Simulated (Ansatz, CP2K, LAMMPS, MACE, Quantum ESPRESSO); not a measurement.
**Bulk modulus of glassy 67P2O5-20BaO-13Al2O3 (mol %) (86 atoms) across programs**

Aim: pressure against volume for glassy 67P2O5-20BaO-13Al2O3 (mol %) (86 atoms), with plane waves as the reference.

The results are calculated values.

## 1. The structure

The cell holds 86 atoms (20 P, 3 Ba, 4 Al and 59 O), with edges of 10.71, 10.71 and 10.71 Å. Recipe: 86 atoms (20 P, 3 Ba, 4 Al, 59 O) placed at random at 2.81 g/cm³, melted at 4000 K for 10 ps at fixed volume with the Morse and Coulomb pair potential with partial charges (Pedone, Malavasi, Menziani, Cormack and Segre, J. Phys. Chem. B 110, 11780 (2006)). Quenched from 4000 K to 300 K at 20 K/ps and fixed volume, held 10 ps at zero pressure, then minimised at fixed cell. Then the atoms were relaxed with MACE MPA-0 medium in the fixed cell. Then the atoms were relaxed with CP2K double zeta, PBE.

Bonds by pair of elements; cutoffs follow the first minimum of g(r), held within bounds set by covalent radii, and pairs that aren't listed don't count as bonded:

| pair A-B | cutoff (Å) | bonds | mean length (Å) | spread (Å) | shortest (Å) | B about A | A about B |
| --- | --- | --- | --- | --- | --- | --- | --- |
| O-P | 2.11 | 81 | 1.57 | 0.074 | 1.46 | 1.37 | 4.05 |
| O-Al | 2.23 | 16 | 1.78 | 0.03 | 1.71 | 0.271 | 4 |
| O-Ba | 3.29 | 19 | 2.78 | 0.179 | 2.56 | 0.322 | 6.33 |

## 2. The reference input

Quantum ESPRESSO 7.5: Kohn-Sham DFT, PBE, SSSP efficiency 1.3.0 pseudopotentials, plane waves. Its input, pw.in, for the unchanged cell:

```
&control
  calculation = 'scf'
  pseudo_dir = './pseudo'
  outdir = './tmp'
  disk_io = 'none'
  tprnfor = .true.
  tstress = .true.
/
&system
  ibrav = 0
  nat = 86
  ntyp = 4
  ecutwfc = 60
  ecutrho = 480
  nosym = .true.
  occupations = 'smearing'
  smearing = 'fd'
  degauss = 0.003675
/
&electrons
  conv_thr = 4.3e-07
  electron_maxstep = 100
  mixing_beta = 0.4
  mixing_mode = 'plain'
  diagonalization = 'david'
/
ATOMIC_SPECIES
P 30.974 P.upf
Ba 137.327 Ba.upf
Al 26.982 Al.upf
O 15.999 O.upf
CELL_PARAMETERS angstrom
10.71139 0.00000 0.00000
0.00000 10.71139 0.00000
0.00000 0.00000 10.71139
ATOMIC_POSITIONS crystal
P 0.30592 0.47996 0.76582
P 0.61158 0.35762 0.54184
P 0.86366 0.01333 0.35567
P 0.77343 0.42531 0.74751
[... 80 atom lines left out ...]
O 0.69372 0.52642 0.80618
O 0.47889 0.35404 0.61107
K_POINTS gamma
```

```console
$ OMP_NUM_THREADS=1 mpirun -np 4 pw.x -in pw.in > output.txt
```

Elapsed: 5.8 min, on 4 MPI ranks of Arm Neoverse V2, shared host; peak memory 3.9 GiB; 23 min of CPU time.

It converged with an r.m.s. force component of 0.19 eV/Å and a pressure of -0.056 GPa.

## 3. Programs and settings

Every level solves the same cells as single points. CPU time is summed over a level's finished runs, on a host shared with the other runs, so it is rough; the force column is the median over cells of the r.m.s. difference of force components from the reference.

```
            level                   basis or training data  k-points  runs finished  CPU time  peak memory (GiB)  force difference (meV/Å)
          QE, PBE  plane waves, SSSP efficiency, 60/480 Ry         Γ         5 of 5       2 h                4.1                 reference
MACE MPA-0 medium       trained on PBE(+U) plane-wave data         -         5 of 5      40 s                1.1                       149
```

Runs without a converged result: CP2K 2026.2, 1 relaxation (not converged). A level enters a table below only where it finished every cell that the table needs.

The reference's own r.m.s. force component runs from 177 to 191 meV/Å over these cells.

## 4. Pressure against volume

The cell is scaled evenly, and at each volume CP2K double zeta, PBE relaxes the atoms again before the single points. The unchanged volume is 14.290 Å³ an atom. Pressures in GPa:

| level | -6 % | -3 % | 0 | +3 % | +6 % |
| --- | --- | --- | --- | --- | --- |
| QE, PBE | 1.76 | 0.98 | -0.06 | -0.61 | -1.43 |
| MACE MPA-0 medium | 0.76 | -0.02 | -1.01 | -1.54 | -2.28 |

Energy less that of the unchanged cell at the same level, in meV an atom:

| level | -6 % | -3 % | +3 % | +6 % |
| --- | --- | --- | --- | --- |
| QE, PBE | 3.79 | 2.02 | -0.31 | 1.48 |
| MACE MPA-0 medium | 3.41 | 1.37 | -0.04 | 2.40 |

## 5. Moduli

From the three volumes nearest the unchanged one: B from the slope of pressure against ln V and from the curvature of the energy, the pressure that the slope of the energy implies, and the volume change at which the printed pressure crosses zero (a dash if it doesn't within the range).

| level | B from pressures (GPa) | B from energies (GPa) | printed pressure (GPa) | pressure from energies (GPa) | zero pressure at (%) |
| --- | --- | --- | --- | --- | --- |
| QE, PBE | 26.5 | 21.3 | -0.06 | 0.44 | -0.2 |
| MACE MPA-0 medium | 25.3 | 16.6 | -1.01 | 0.26 | -3.1 |

As a check by hand on the reference: from -3 to +3 % the pressure falls by 1.59 GPa while ln V grows by 0.0600, a ratio of 26.5 GPa.

Gap between the highest filled and the lowest empty level on the runs' k-points, in eV:

| level | -6 % | -3 % | 0 | +3 % | +6 % |
| --- | --- | --- | --- | --- | --- |
| QE, PBE | 4.13 | 4.02 | 4.00 | 3.82 | 3.70 |

## 6. Findings

The plane-wave reference (PBE) gives a bulk modulus of 26.5 GPa from its pressures, at a volume where its pressure is -0.06 GPa; that pressure crosses zero at -0.2 %. Learned potentials: MACE MPA-0 medium 25.3 GPa (-4 %); its pressure lies -0.96 GPa from the reference's. Moduli from the energies run from 17 to 21 GPa and part from those from pressures by as much as -35 % (MACE MPA-0 medium); they rest on small differences of energy, and for levels other than CP2K double zeta, PBE they hold the work of leftover forces.

Printed pressure and the slope of the energy part noticeably for MACE MPA-0 medium; the atoms move along a path that isn't these levels' own, so their forces do work along it, and an error in the stress can't be told from that. The reference's gap falls as the cell grows, from 4.13 eV at -6 % to 3.70 eV at +6 %.

**Limits.** The atoms follow CP2K double zeta, PBE, not each level's own minimum, so these moduli only approach relaxed ones and hang on that choice. Three points at finite strain give rough moduli, at the given volume rather than at zero pressure. Pressures at a fixed plane-wave cutoff or in a small atom-centred basis hold some basis error. The quench rate of 20 K/ps is many orders above laboratory rates, so the cell is likely richer in defects and strain than a real sample. The reference samples only Γ, in a cell whose shortest periodic width is 11 Å. Spin–orbit coupling is left out, which matters for the levels of the heavy elements. The reference isn't exact: its cutoffs and mesh weren't converged further here, and in our tests on small cells the SSSP efficiency potentials stood apart from two norm-conserving sets for C–F bonds most, for P–O and Y–O bonds less. Where levels are smeared, the DFT runs use Fermi–Dirac occupations at 580 K (0.05 eV), and energies are free energies. Some relaxations stopped short of their force threshold.

[Logs are printed without paths, hosts, clocks, repeated set-up lines and the standing remarks that a program may print on its own settings, such as how far it seeks lower states.]

[Hosts, paths, dates, database ids (printed as entryN), source tags and the programs' standing remarks are cut or masked in the printed files.]
